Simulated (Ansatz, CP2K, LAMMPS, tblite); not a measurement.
**Codes compared on amorphous SiO1.8 (101 atoms)**

Aim: run amorphous SiO1.8 (101 atoms) in several programs and set results and cost side by side. A plane-wave run serves as the reference.

Calculated with Ansatz 0.2.0; Kohn-Sham DFT, PBE, PAW, plane waves.

## (1) The structure

The cell holds 101 atoms: 36 Si and 65 O. Cell: a = 11.501 Å, b = 11.501 Å, c = 11.501 Å, α = 90.0°, β = 90.0°, γ = 90.0°. 101 atoms (36 Si, 65 O) placed at random at 2.24 g/cm³, melted at 5000 K for 10 ps at fixed volume with the Tersoff Si-O potential (Munetoh et al., Comput. Mater. Sci. 39, 334 (2007)). Quenched from 5000 K to 700 K at 5 K/ps and fixed volume, annealed at 1400 K for 50 ps, held 5 ps.

## (2) The reference run

The PAW files are the set soft_2.

input.yaml

```yaml
crystal:
  lattice:
    - [11.5006, 0.0, 0.0]
    - [0.0, 11.5006, 0.0]
    - [0.0, 0.0, 11.5006]
  atoms:
    - { symbol: Si, position: [0.00135, 0.34233, 0.58766] }
    - { symbol: Si, position: [0.76194, 0.43375, 0.23898] }
    - { symbol: Si, position: [0.43475, 0.54681, 0.13042] }
    - { symbol: Si, position: [0.43273, 0.86226, 0.88071] }
    [... 91 atom lines left out ...]
    - { symbol: O, position: [0.87666, 0.07917, 0.90212] }
    - { symbol: O, position: [0.9715, 0.97204, 0.10847] }
    - { symbol: O, position: [0.13737, 0.5088, 0.03736] }
    - { symbol: O, position: [0.04933, 0.65056, 0.46768] }
    - { symbol: O, position: [0.22652, 0.18252, 0.141] }
    - { symbol: O, position: [0.79079, 0.31802, 0.8304] }
kpoints:
  mp_grid: { grid: [1, 1, 1] }
hamiltonian:
  xc: pbe
scf:
  occupations: { method: fermi_dirac, width: 0.05 }
output:
  forces: true
  eigenvalues: true
  populations: true
  stress: true
```

The run is started by

```bash
> ansatz run input.yaml --threads 4 --pin off --max-ram 8192MiB --backend cpu --events-out ev --progress --plain --runs-dir out
```

The program printed:

```text
[...]
Pseudopotentials: kind: paw
Pseudopotential: Si, paw, valence charge 4, recommended cutoff 420 eV (normal), Si.paw.azcp
Pseudopotential: O, paw, valence charge 6, recommended cutoff 420 eV (normal), O.paw.azcp
[... 5 lines on functional and potentials left out ...]
Crystal: 101 atoms, lattice volume = 1521.113 Å³
Basis set: ecut = 420 eV, 29711 PW (Γ), exchange–correlation on 160×160×160 points (8 copies of the dense FFT grid, shifted against one another)
Bands: 368, of which v1, the nominal top of the filled ones, is band 267 counted from 1 (266 counted from 0)
Symmetry: 1 space group operations
Space group: P1 (ITA 1), of the structure as read, at distance tolerance 1.2e-4 Å
k-points: 1
[... 5 lines on functional and potentials left out ...]
Initial density: superposition of atomic densities (neutral atoms: chi_scale 0, normalization atom), corrected by the library's trained network
Initial wavefunctions: pseudopotential atomic-orbital guess
[...]
SCF iter   1: F=—  HF=-59816.414593 eV  |F-HF|=—  |Δ(HF+E_count)|=         —  Δρ=1.46e-2  dr2=1.19e1  ethr=1.77e-3  ⟨swp⟩=6.0  Hψ=1760  notcnv=0  defer=42
preconditioner: auto → LDOS  [insulator: Δε(μ)=0.248 eV  Ē_g=14.817 eV  σ=0.050 eV  W_gap=0.85  n_scr=304 (ndim 8)  ℏωp=21.9 eV  f_vac=0.215  D(μ)=6.17/eV (n_scr^D=18)  ε∞_Penn≈3.2  β→1.0]
[...]
SCF iter  17: F=—  HF=-59814.923655 eV  |F-HF|=—  |Δ(HF+E_count)|=   1.25e-7  Δρ=3.36e-6  dr2=2.56e-7  ethr=2.04e-10  ⟨swp⟩=2.0  Hψ=485  notcnv=0  defer=82
SCF iter  18: F=-59814.923655 eV  HF=-59814.923655 eV  |F-HF|=2.20e-8  |Δ(HF+E_count)|=   9.77e-9  Δρ=2.05e-6  dr2=7.21e-8  ethr=1.87e-11  ⟨swp⟩=15.0  Hψ=2092  notcnv=0
SCF 1 converged in 18 iterations: F = -59814.923655 eV  dr2 = 7.21e-8
[...]
SCF converged after 18 iterations
Free energy (F): -59814.923655 eV
Harris-Foulkes:  -59814.923655 eV  (|F-HF|=2.20e-8)
Internal energy: -59814.741153 eV  (E = F + TS)
E sigma→0 (E₀):  -59814.832404 eV
Entropy (-TS):   -0.182502 eV (-1.807 meV/atom)
Fermi energy:    6.028754 eV
--- Per-component energies (eV) ---
[...]
Σ components = -59814.923655   (vs F -59814.923655, Δ=0.00e0)
--- Forces (eV/Å), atoms counted from 1 ---
  atom   1  Si    -3.00958516     0.51329156    -1.34037192
  atom   2  Si    -0.49870002     2.10005976     1.86911710
  atom   3  Si    -0.18938074     1.84822646     1.01723464
  atom   4  Si    -1.56143624     3.61498479    -2.45094654
[...]
atom 101  O      2.47550032     0.77700698     1.00610180
  max |Σ_I F_I| component: 1.66e-4 eV/Å
--- Stress (GPa, compression-positive) ---
        2.761078      -0.663267       0.237969
       -0.663268      -0.283255       0.717113
        0.237969       0.717113       3.373620
  P = ⅓ Tr σ = 1.9505 GPa (19.505 kbar)
--- Band table (eV) ---
  k-point 0: bands = ["-19.5998", "-19.4875", "-19.1913", "-19.1248", [... 352 levels ...], "11.6491", "11.6865", "11.7035", "11.7284", "11.8236", "11.8301", "11.8864", "11.9193", "11.9366", "11.9988", "12.0383", "12.0670"]
--- Löwdin populations: 101 sites ---
  site symbol       q [e]
     0     Si      2.2798
     1     Si      2.5567
     2     Si      2.2762
[...]
100      O      6.7006
  spilling = 0.014337 (of n_electrons = 534.000000)
```

Run time: 25 s. Hardware: 4 threads of Arm Neoverse V2, shared host; peak memory 1.8 GiB.

The run gave:

- free energy: -59814.9237 eV
- free energy per atom: -592.2270 eV/atom
- SCF cycles: 18
- pressure: 1.95 GPa
- r.m.s. force component: 1.663 eV/Å
- longest force: 8.086 eV/Å
- Fermi energy: 6.029 eV
- levels partly filled by over 2 per cent: 4
- spilling of the projection: 0.01434

Neighbours are counted within 2.16 Å (O-Si).

Length of the force by element and coordination:

```
element  coordination  atoms  mean length of the force (eV/Å)  spread  least  most
      O           all     65                             2.20    1.34  0.555  8.09
      O             2     55                             2.12    1.37  0.555  8.09
      O             3     10                             2.62    1.07  0.934  3.84
     Si           all     36                             3.14    1.21  0.621  5.51
     Si             3      6                             3.53    1.33   2.03  5.51
     Si             4     28                             3.02    1.17  0.621  4.82
     Si             5      2                             3.58    1.06   2.52  4.64
```

Löwdin charges by element and coordination (they lack the spilled electrons, 0.076 e an atom on average):

```
element  coordination  atoms  mean charge (e)  spread   least    most
      O           all     65           -0.753  0.0227  -0.788  -0.692
      O             2     55           -0.760  0.0153  -0.788  -0.724
      O             3     10           -0.714  0.0163  -0.748  -0.692
     Si           all     36             1.57   0.162    1.05    1.74
     Si             3      6             1.29   0.135    1.05    1.44
     Si             4     28             1.62  0.0988    1.34    1.74
     Si             5      2             1.70  0.0177    1.68    1.71
```

The levels nearest the highest filled one (over half full), pooled over k-points and spins:

```
level less the highest filled one (eV)  occupation
                                -0.997           2
                                -0.764           2
                                -0.373        2.00
                                -0.226        1.99
                               -0.0947        1.87
                                     0        1.37
                                0.0769       0.633
                                 0.181       0.109
                                 0.243       0.033
                                 0.413       0.001
                                 0.548           0
                                 0.807           0
```

The run ends at a pressure of 1.95 GPa, with forces up to 8.1 eV/Å.

## (3) The other programs

The programs:
- CP2K 2026.2: Gaussian basis with GTH pseudopotentials and a plane-wave density; labels give functional, basis (MOLOPT sets; SR short-range, UZH the newer set with its own potentials), grid cutoff/relative cutoff and solver (OT: orbital transformation; TRS4, TC2, SIGN: linear-scaling purification with its sparsity filter), or its built-in tight binding.
- tblite 0.8.0: extended tight binding, driven from Python.

All use the same cell and atoms; the electronic-structure runs use the same k-mesh, and an electronic temperature of 580 K (0.05 eV) where levels are smeared.

Differences are against the plane-wave reference, forces as r.m.s. over components; share is that over the reference's r.m.s. force, slope the least-squares factor from reference forces to these. Total energies of different programs have different zeros and aren't compared.

```
                                                          run  Δ force, r.m.s. (meV/Å)  share (%)  slope  Δ pressure (GPa)  cores  CPU time  memory (GiB)
                                                    reference                        -          -      -                 -      4      90 s           1.8
CP2K PBE, DZVP-MOLOPT-SR, 210/50 Ry, diagonalisation (coarse)                      174       10.5  1.006              1.74      2     5 min           1.1
CP2K PBE, DZVP-MOLOPT-SR, 600/30 Ry, diagonalisation (coarse)                      130       7.82  1.004              1.51      4   6.5 min           5.1
         CP2K PBE, DZVP-MOLOPT-SR, 600/50 Ry, diagonalisation                      130       7.82  1.004              1.50      4   8.7 min           5.1
 CP2K PBE, SZV-MOLOPT-SR, 600/50 Ry, diagonalisation (coarse)                      827       49.7  1.101              23.8      2   7.4 min           4.0
                                              tblite GFN2-xTB                      672       40.4  0.816             -6.28      1     8.9 s          0.13
```

Rows marked coarse were listed beforehand as settings not expected to be converged; some can still land near the reference.

CPU time is summed over cores on a shared host, where runs went side by side, so it is rough. Symmetry, cutoffs, thresholds, outputs and thread counts weren't matched or tuned between programs; memory under MPI is the largest rank's times the ranks.

Runs without a result: CP2K GFN1-xTB, diagonalisation (not converged, the SCF not settling).

Mean charges by element (e), by run and scheme:

```
                                                 run     scheme     Si      O
                                           reference     Löwdin  +1.57  -0.75
CP2K PBE, DZVP-MOLOPT-SR, 600/50 Ry, diagonalisation   Mulliken  +0.80  -0.44
CP2K PBE, DZVP-MOLOPT-SR, 600/50 Ry, diagonalisation  Hirshfeld  +0.50  -0.28
                                     tblite GFN2-xTB   Mulliken  +0.61  -0.34
```

The reference's Löwdin charges lack the electrons that the projection spills, 0.076 e an atom on average.

Within one program, basis, potentials and functional, energies share a zero. Each run against its twin at the usual cutoff or grid and solver:

```
                                                 run                                        twin  Δ energy (meV/atom)  Δ force, r.m.s. (meV/Å)         CPU time over the twin's
CP2K PBE, DZVP-MOLOPT-SR, 210/50 Ry, diagonalisation  DZVP-MOLOPT-SR, 600/50 Ry, diagonalisation                -9.42                      120  0.58 (this twin ran on 4 cores)
CP2K PBE, DZVP-MOLOPT-SR, 600/30 Ry, diagonalisation  DZVP-MOLOPT-SR, 600/50 Ry, diagonalisation               -0.191                     1.81                             0.75
```

## (4) What came out

- reference r.m.s. force component: 1.66 eV/Å
- nearest in forces: a tie at 7.8 % of 2 runs: CP2K PBE, DZVP-MOLOPT-SR, 600/30 Ry, diagonalisation (coarse); CP2K PBE, DZVP-MOLOPT-SR, 600/50 Ry, diagonalisation
- farthest in forces: CP2K PBE, SZV-MOLOPT-SR, 600/50 Ry, diagonalisation (coarse), 50 %
- cheapest electronic-structure run beside the reference: tblite GFN2-xTB, 8.9 s of CPU time

The PBE run in local orbitals, coarse settings apart, differs by 7.8 % (CP2K PBE, DZVP-MOLOPT-SR, 600/50 Ry, diagonalisation); basis, grid and potentials can all enter. Tight binding differs by 40 % (tblite GFN2-xTB); it is another model, with fitted parameters of its own, and the xTB methods hold dispersion. Runs with settings chosen to be coarse differ by 7.8 % (CP2K PBE, DZVP-MOLOPT-SR, 600/30 Ry, diagonalisation) to 50 % (CP2K PBE, SZV-MOLOPT-SR, 600/50 Ry, diagonalisation), their programs' other errors included. One electronic-structure run takes under half the reference's CPU time: tblite GFN2-xTB, at 40 % in 8.9 s against 90 s; its pressure misses by -6.3 GPa. In pressure, CP2K PBE, SZV-MOLOPT-SR, 600/50 Ry, diagonalisation misses by +23.8 GPa, at the same functional. Charges hang on model, scheme and program or settings: among these rows the mean for Si runs from +0.50 to +1.57 e. In the reference: counting bands leaves a spacing of only 0.077 eV (at Γ alone), which the smearing bridges: 4 levels are partly filled by over 2 %, so a gap, if any, is small at this level. In the reference: mean Löwdin charges: O -0.75, Si +1.57 e (they miss 1.4 % of the electrons, so they add up to more than the cell's charge). Periodic xTB results under one method name differ between programs and library versions. The quench rate of 5 K/ps is many orders above laboratory rates, so the cell is likely richer in defects and strain than a real sample. The network of bonds at the start is that of the classical potential that made the cell, and needn't be the one that DFT or experiment would give. The reference's stress is far from hydrostatic: its diagonal is 2.8, -0.3, 3.4 GPa, compression counted positive. The electronic-structure runs sample only Γ, in a cell whose shortest periodic width is 12 Å, which is coarse for a cell with partly filled levels.

[Also dropped from logs without a mark: logging warnings of Python, and SIESTA's first energy breakdown and zero terms.]

[Logs are printed without paths, hosts, clocks, repeated set-up lines and the standing remarks that a program may print on its own settings, such as how far it seeks lower states.]

[Hosts, paths, dates, database ids (printed as entryN), source tags and the programs' standing remarks are cut or masked in the printed files.]
